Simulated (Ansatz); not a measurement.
# Σ3 (112) boundary in bcc Ta: structure and resistance, part 3 of 3

Wanted: what the Σ3 (112) boundary in bcc Ta costs an interconnect.

Ansatz 0.2.0; Ansatz plane-wave DFT, r2SCAN, PAW files; relaxation of a bicrystal slab with its lowest layers held; PAW set soft_1 (the session's first sound run).

So far. Step 3 (Transmission across the boundary): The larger of the two leads' potential steps is 29 meV from period to period, which the log calls too much for a lead. The program estimates the junction's conductance to 6.5 % from the k-mesh, 2.1 % from the leads' distance from neutral and 5.1 % from their steps. Step 4 (Specific resistance): Averaged over the energies near the Fermi level, 61.3 % of the channels pass, which makes 0.370 fΩ m².

## 5. Single-crystal slab for reference

The free faces cost energy too. A single-crystal slab with the same faces and held layers is relaxed, so that they cancel.

This step: Ansatz plane-wave DFT, r2SCAN, PAW files; relaxation of a single-crystal slab with its lowest layers held; PAW set soft_1 (Ansatz 0.2.0).

System of this step: Ta slab, plane (1, 1, 2). The cell holds 15 atoms: 15 Ta. Cell: a = 2.860 Å, b = 4.671 Å, c = 29.876 Å, α = 90.0°, β = 90.0°, γ = 90.0°. It derives from Ta. Vacuum lies along c.

The input, input.yaml:

```yaml
crystal:
  lattice:
    - [2.8601008575, 0.0, 0.0]
    - [0.0, 4.6705251426, 0.0]
    - [0.0, 0.0, 29.8757026388]
  atoms:
    - { symbol: Ta, position: [0.3333333333, 0.0, 0.1673600805] }
    - { symbol: Ta, position: [0.6666666667, 0.5, 0.2124892107] }
    - { symbol: Ta, position: [0.0, 0.0, 0.2576183409] }
    - { symbol: Ta, position: [0.3333333333, 0.5, 0.3027474711] }
    - { symbol: Ta, position: [0.6666666667, 0.0, 0.3478766013] }
    - { symbol: Ta, position: [1.0, 0.5, 0.3930057315] }
    - { symbol: Ta, position: [0.3333333333, 0.0, 0.4381348617] }
    - { symbol: Ta, position: [0.6666666667, 0.5, 0.4832639919] }
    - { symbol: Ta, position: [0.0, 0.0, 0.5283931221] }
    - { symbol: Ta, position: [0.3333333333, 0.5, 0.5735222523] }
    - { symbol: Ta, position: [0.6666666667, 0.0, 0.6186513825] }
    - { symbol: Ta, position: [0.0, 0.5, 0.6637805127] }
    - { symbol: Ta, position: [0.3333333333, 0.0, 0.7089096429] }
    - { symbol: Ta, position: [0.6666666667, 0.5, 0.7540387731] }
    - { symbol: Ta, position: [0.0, 0.0, 0.7991679033] }
kpoints:
  mp_grid: { grid: [8, 5, 1] }
hamiltonian:
  xc: r2scan
  pseudopotentials: { kind: paw, azcp: { folder: soft_1 } }
scf:
  occupations: { method: fermi_dirac, width: 0.1 }
relax:
  f_tol: 0.03
  max_steps: 80
  constraints: [{ sites: [0, 1, 2] }]
```

Run with:

```console
$ ansatz run input.yaml --threads 4 --pin off --max-ram 15360MiB --backend cpu --events-out ev --progress --plain --runs-dir out
```

Numbers of over 12 decimals in the logs are rounded to 6 here.

Log:

```text
Warning: crystal.symmetry: narrowed to the stabiliser of the relax constraints — unitary ops 4 → 2; lowered at sites 0, 1, 2, 12, 13, 14 (the operations that carried what is held of a site onto what its image site leaves free; the constrained walk keeps no symmetry that its constraints do not admit)
[...]
Crystal: 15 atoms, lattice volume = 399.085 Å³
Basis set: ecut = 500 eV, 10123 PW (Γ), exchange–correlation on 96×144×900 points (64 copies of the dense FFT grid, shifted against one another)
Bands: 117, of which v1, the nominal top of the filled ones, is band 98 counted from 1 (97 counted from 0)
Symmetry: 2 space group operations
k-points: 15 of 40 (time reversal used)
[...]
SCF iter   1: F=—  HF=-149179.703116 eV  |F-HF|=—  |Δ(HF+E_count)|=         —  Δρ=5.06e-2  dr2=3.54e2  dr2_τ=9.39e-1  ethr=3.10e-3  ⟨swp⟩=9.3  Hψ=8284  notcnv=0  defer=2
[...]
SCF iter  10: F=-149172.722080 eV  HF=-149172.722082 eV  |F-HF|=1.53e-6  |Δ(HF+E_count)|=   1.43e-5  Δρ=1.24e-5  dr2=1.84e-6  dr2_τ=9.60e-8  ethr=1.15e-8  ⟨swp⟩=5.1  Hψ=5397  notcnv=0
SCF 1 converged in 10 iterations: F = -149172.722080 eV  dr2 = 1.84e-6
[...]
relax step   1: F+E_penalty+E_count = -149172.72208014 eV  Δ(F+E_penalty+E_count) = +0.000e0 eV  max|allowed force component| = 1.193e0 eV/Å  Δτ_max = 0.0000 Å  (10 SCF iters, dr2 threshold 2.25e-5 eV, accepted)
[...]
SCF iter   1: F=—  HF=-149171.853877 eV  |F-HF|=—  |Δ(HF+E_count)|=         —  Δρ=9.48e-3  dr2=1.45e0  dr2_τ=5.06e0  ethr=6.76e-4  ⟨swp⟩=1.6  Hψ=5854  notcnv=0  defer=21
eigensolver tolerance schedule calibrated: the retry pair's looser diagonalisation under-reported the residual by θ = 0.09 (0.13/decade); ethr = c·dr2/N_el runs at the constant in force after the calibration composes with the one it found (an armed cap, an earlier calibration), c = 5.7e-2
[...]
SCF iter   2: F=—  HF=-149172.903468 eV  |F-HF|=—  |Δ(HF+E_count)|=    1.05e0  Δρ=5.52e-3  dr2=7.73e-1  dr2_τ=1.93e-2  ethr=4.19e-4  ⟨swp⟩=3.4  Hψ=3675  notcnv=0  defer=21
[...]
SCF iter   7: F=-149172.842326 eV  HF=-149172.842337 eV  |F-HF|=1.13e-5  |Δ(HF+E_count)|=   1.93e-5  Δρ=4.05e-5  dr2=1.91e-5  dr2_τ=1.32e-6  ethr=2.58e-8  ⟨swp⟩=3.1  Hψ=5994  notcnv=0
SCF 2 converged in 7 iterations: F = -149172.842326 eV  dr2 = 1.91e-5
relax step   2: F+E_penalty+E_count = -149172.84232559 eV  Δ(F+E_penalty+E_count) = -1.202e-1 eV  max|allowed force component| = 9.379e-1 eV/Å  Δτ_max = 0.1948 Å  (7 SCF iters, dr2 threshold 8.89e-5 eV, accepted)
SCF iter   1: F=—  HF=-149172.416096 eV  |F-HF|=—  |Δ(HF+E_count)|=         —  Δρ=6.25e-3  dr2=3.07e0  dr2_τ=1.43e0  ethr=2.11e-3  ⟨swp⟩=4.5  Hψ=3224  notcnv=0  defer=29
[...]
SCF iter   6: F=-149172.887285 eV  HF=-149172.887293 eV  |F-HF|=8.30e-6  |Δ(HF+E_count)|=   5.44e-6  Δρ=3.81e-5  dr2=1.67e-5  dr2_τ=3.08e-7  ethr=2.82e-8  ⟨swp⟩=3.0  Hψ=6985  notcnv=0
SCF 3 converged in 6 iterations: F = -149172.887285 eV  dr2 = 1.67e-5
relax step   3: F+E_penalty+E_count = -149172.88728479 eV  Δ(F+E_penalty+E_count) = -4.496e-2 eV  max|allowed force component| = 1.246e-1 eV/Å  Δτ_max = 0.0957 Å  (6 SCF iters, dr2 threshold 5.50e-5 eV, accepted)
[...]
relax step   4: F+E_penalty+E_count = -149172.88217169 eV  Δ(F+E_penalty+E_count) = +5.113e-3 eV  max|allowed force component| = 2.453e-1 eV/Å  Δτ_max = 0.1322 Å  (8 SCF iters, dr2 threshold 9.70e-7 eV, rejected (line search))
SCF iter   1: F=—  HF=-149172.425377 eV  |F-HF|=—  |Δ(HF+E_count)|=         —  Δρ=2.92e-3  dr2=6.59e-1  dr2_τ=1.20e0  ethr=2.48e-3  ⟨swp⟩=3.8  Hψ=2965  notcnv=0  defer=30
[...]
SCF iter   8: F=-149172.894836 eV  HF=-149172.894836 eV  |F-HF|=2.41e-8  |Δ(HF+E_count)|=   3.51e-8  Δρ=2.01e-6  dr2=3.07e-8  dr2_τ=1.66e-9  ethr=5.13e-11  ⟨swp⟩=5.9  Hψ=6874  notcnv=0
SCF 5 converged in 8 iterations: F = -149172.894836 eV  dr2 = 3.07e-8
relax step   5: F+E_penalty+E_count = -149172.89483603 eV  Δ(F+E_penalty+E_count) = -7.551e-3 eV  max|allowed force component| = 2.862e-2 eV/Å  Δτ_max = 0.0641 Å  (8 SCF iters, accepted)
[...]
SCF iter   2: F=-149172.894836 eV  HF=-149172.894836 eV  |F-HF|=1.14e-8  |Δ(HF+E_count)|=   9.43e-9  Δρ=1.06e-6  dr2=1.19e-8  dr2_τ=7.06e-10  ethr=1.57e-11  ⟨swp⟩=4.5  Hψ=5353  notcnv=0
SCF 6 converged in 2 iterations: F = -149172.894836 eV  dr2 = 1.19e-8
SCF converged after 2 iterations
Free energy (F): -149172.894836 eV
[...]
Internal energy: -149172.241148 eV  (E = F + TS)
E sigma→0 (E₀):  -149172.567992 eV
Entropy (-TS):   -0.653688 eV (-43.579 meV/atom)
Fermi energy:    11.305087 eV
[...]
--- Forces (eV/Å), atoms counted from 1 ---
  atom   1  Ta    -0.33548254     0.00000000     1.20191651
  atom   2  Ta     0.35674357     0.00000000    -0.42234804
  atom   3  Ta    -0.02796886     0.00000000    -0.78340969
  atom   4  Ta    -0.00311040     0.00000000     0.00051143
  atom   5  Ta    -0.00176520     0.00000000    -0.00730040
  atom   6  Ta     0.00388929     0.00000000     0.00409224
  atom   7  Ta    -0.00621178     0.00000000    -0.00449047
  atom   8  Ta     0.00154726     0.00000000     0.01313303
  atom   9  Ta     0.01200722     0.00000000     0.00089938
  atom  10  Ta    -0.00061758     0.00000000    -0.00736024
  atom  11  Ta     0.00583993     0.00000000    -0.00746839
  atom  12  Ta    -0.01055606     0.00000000     0.00645367
  atom  13  Ta     0.00671084     0.00000000     0.01353229
  atom  14  Ta    -0.02075244     0.00000000     0.02053306
  atom  15  Ta     0.01973131     0.00000000    -0.02871097
  max |Σ_I F_I| component: 1.66e-5 eV/Å
--- Relaxed structure (5 steps of the walk, 4 accepted, 0 SCFs on fresh bases) ---
  F+E_penalty+E_count = -149172.89483603 eV   max|allowed force component| = 2.862e-2 eV/Å
  atoms:
    - { symbol: Ta, position: [0.333333, 0.0, 0.1673600805] }
    - { symbol: Ta, position: [0.666667, 0.5, 0.2124892107] }
    - { symbol: Ta, position: [1.666665879381431e-11, 0.0, 0.2576183409] }
    - { symbol: Ta, position: [0.334293, 0.5, 0.303176] }
    - { symbol: Ta, position: [0.664688, 0.0, 0.347794] }
    - { symbol: Ta, position: [1.002704, 0.5, 0.392962] }
    - { symbol: Ta, position: [0.333034, 0.0, 0.438507] }
    - { symbol: Ta, position: [0.663798, 0.5, 0.483513] }
    - { symbol: Ta, position: [-0.00221154, 0.0, 0.528370] }
    - { symbol: Ta, position: [0.328706, 0.5, 0.573856] }
    - { symbol: Ta, position: [0.662591, 0.0, 0.619291] }
    - { symbol: Ta, position: [0.00343367, 0.5, 0.663805] }
    - { symbol: Ta, position: [0.343968, 0.0, 0.708961] }
    - { symbol: Ta, position: [0.649345, 0.5, 0.755491] }
    - { symbol: Ta, position: [0.062347, 0.0, 0.793550] }
```

It took 5.8 min on 4 threads of Arm Neoverse N1, shared host; peak memory 2.2 GiB; 23 min of CPU time.

The steps of the relaxation:

| step | energy less that of the first step (eV) | largest force component (eV/Å) |
| --- | --- | --- |
| 1 | 0.0000 | 1.1928 |
| 2 | -0.1202 | 0.9379 |
| 3 | -0.1652 | 0.1246 |
| 4 | -0.1601 | 0.2453 |
| 5 | -0.1728 | 0.0286 |

Relaxation step 4 was tried and not accepted.

The atoms that moved most (Å):

| atom | dx | dy | dz | length |
| --- | --- | --- | --- | --- |
| Ta15 | 0.178 | 0.000 | -0.168 | 0.245 |
| Ta14 | -0.050 | 0.000 | 0.043 | 0.066 |
| Ta13 | 0.030 | 0.000 | 0.002 | 0.030 |
| Ta11 | -0.012 | 0.000 | 0.019 | 0.022 |
| Ta10 | -0.013 | 0.000 | 0.010 | 0.017 |
| Ta4 | 0.003 | 0.000 | 0.013 | 0.013 |
| Ta7 | -0.001 | 0.000 | 0.011 | 0.011 |
| Ta8 | -0.008 | 0.000 | 0.007 | 0.011 |

Final coordinates:

```cif
data_structure
_symmetry_space_group_name_H-M 'P 1'
_symmetry_Int_Tables_number 1
_cell_length_a 2.8601
_cell_length_b 4.6705
_cell_length_c 29.8757
_cell_angle_alpha 90.000
_cell_angle_beta 90.000
_cell_angle_gamma 90.000
_cell_volume 399.08
loop_
_atom_site_label
_atom_site_type_symbol
_atom_site_fract_x
_atom_site_fract_y
_atom_site_fract_z
_atom_site_occupancy
Ta1 Ta 0.33333 0.00000 0.16736 1
Ta2 Ta 0.66667 0.50000 0.21249 1
Ta3 Ta 0.00000 0.00000 0.25762 1
Ta4 Ta 0.33429 0.50000 0.30318 1
Ta5 Ta 0.66469 0.00000 0.34779 1
Ta6 Ta 0.00270 0.50000 0.39296 1
Ta7 Ta 0.33303 0.00000 0.43851 1
Ta8 Ta 0.66380 0.50000 0.48351 1
Ta9 Ta 0.99779 0.00000 0.52837 1
Ta10 Ta 0.32871 0.50000 0.57386 1
Ta11 Ta 0.66259 0.00000 0.61929 1
Ta12 Ta 0.00343 0.50000 0.66381 1
Ta13 Ta 0.34397 0.00000 0.70896 1
Ta14 Ta 0.64935 0.50000 0.75549 1
Ta15 Ta 0.06235 0.00000 0.79355 1
```

Numbers from this step:

| Item | Value |
| --- | --- |
| free energy | -149172.8948 eV |
| energy at zero smearing | -149172.5680 eV |
| Fermi energy | 11.31 eV |

The largest force component on a free atom ends at 0.029 eV/Å, under the tolerance of 0.03, after 5 steps.

## 6. Bulk reference

The perfect crystal gives the energy per atom, for the atoms by which bicrystal and slab differ.

This step: Ansatz plane-wave DFT, r2SCAN, PAW files; bulk reference; PAW set soft_1 (Ansatz 0.2.0).

System of this step: Ta. It takes space group Im-3m (No. 229, cubic). The conventional cell has a = 3.303 Å, b = 3.303 Å, c = 3.303 Å, α = 90.00°, β = 90.00°, γ = 90.00°. Ta has 8 Ta at 2.86 Å nearest.

input.yaml, the sections that differ from step 5:

```yaml
crystal:
  lattice:
    - [-1.65128, 1.65128, 1.65128]
    - [1.65128, -1.65128, 1.65128]
    - [1.65128, 1.65128, -1.65128]
  atoms:
    - { symbol: Ta, position: [0.0, 0.0, 0.0] }
kpoints:
  mp_grid: { grid: [18, 18, 18] }
# hamiltonian, scf: as in step 5
# relax: removed
```

Log:

```text
[...]
Crystal: 1 atoms, lattice volume = 18.010 Å³
Basis set: ecut = 500 eV, 459 PW (Γ), exchange–correlation on 96×96×96 points (64 copies of the dense FFT grid, shifted against one another)
Bands: 11, of which v1, the nominal top of the filled ones, is band 7 counted from 1 (6 counted from 0)
Symmetry: 48 space group operations
[...]
k-points: 195 of 5832
[...]
SCF iter   6: F=-9945.193427 eV  HF=-9945.193427 eV  |F-HF|=1.87e-9  |Δ(HF+E_count)|=   1.31e-8  Δρ=4.38e-6  dr2=1.26e-9  dr2_τ=1.49e-10  ethr=7.69e-10  ⟨swp⟩=2.0  Hψ=4190  notcnv=0
SCF 1 converged in 6 iterations: F = -9945.193427 eV  dr2 = 1.26e-9
[...]
SCF converged after 6 iterations
Free energy (F): -9945.193427 eV
[...]
Internal energy: -9945.152368 eV  (E = F + TS)
E sigma→0 (E₀):  -9945.172898 eV
Entropy (-TS):   -0.041059 eV (-41.059 meV/atom)
Fermi energy:    18.356981 eV
[...]
```

The job ended after 2.1 s (4 threads; peak memory 0.34 GiB).

This step gave:

* free energy: -9945.1934 eV
* energy at zero smearing: -9945.1729 eV
* Fermi energy: 18.36 eV

## 7. Boundary energy

This step: Ansatz plane-wave DFT, r2SCAN, PAW files; bicrystal less single-crystal slab less bulk atoms, a boundary area; PAW set soft_1 (Ansatz 0.2.0).

Numbers from this step:

| Item | Value |
| --- | --- |
| excess energy of the cell | 0.2046 eV |
| boundary energy | 0.2454 J/m² |

The boundary costs 0.25 J/m².

By hand: 0.205 eV / 13.36 Å² × 16.02 = 0.245 J/m².

## 8. What came out

* specific resistance of the boundary: 0.370 fΩ m²
* share of channels that pass: 0.613
* boundary energy: 0.245 J/m²

In words: The boundary has a specific resistance of 0.37 fΩ m² and an energy of 0.25 J/m². The boundary reflects 39 % of the channels; 0.37 fΩ m² is 3.7×10⁻¹² Ω·cm². That equals the resistance of 2.7 nm of bulk Ta at 300 K (measured 13.5 µΩ cm, CRC Handbook of Chemistry and Physics, 84th ed., 2003, Electrical Resistivity of Pure Metals). In the relaxation the upper grain slid sideways by about 0.5 Å, so the result belongs to the position that it found, not to the starting one. One starting structure was relaxed; another shift or atom count at the boundary may lie lower. Spin-orbit coupling is left out, which matters for Ta. A lead's potential steps by up to 29 meV from period to period, which the log calls too much, so longer leads could move the result.

[Logs are printed without paths, hosts, clocks, repeated set-up lines and the standing remarks that a program may print on its own settings, such as how far it seeks lower states.]

[Hosts, paths, dates, database ids (printed as entryN), source tags and the programs' standing remarks are cut or masked in the printed files.]
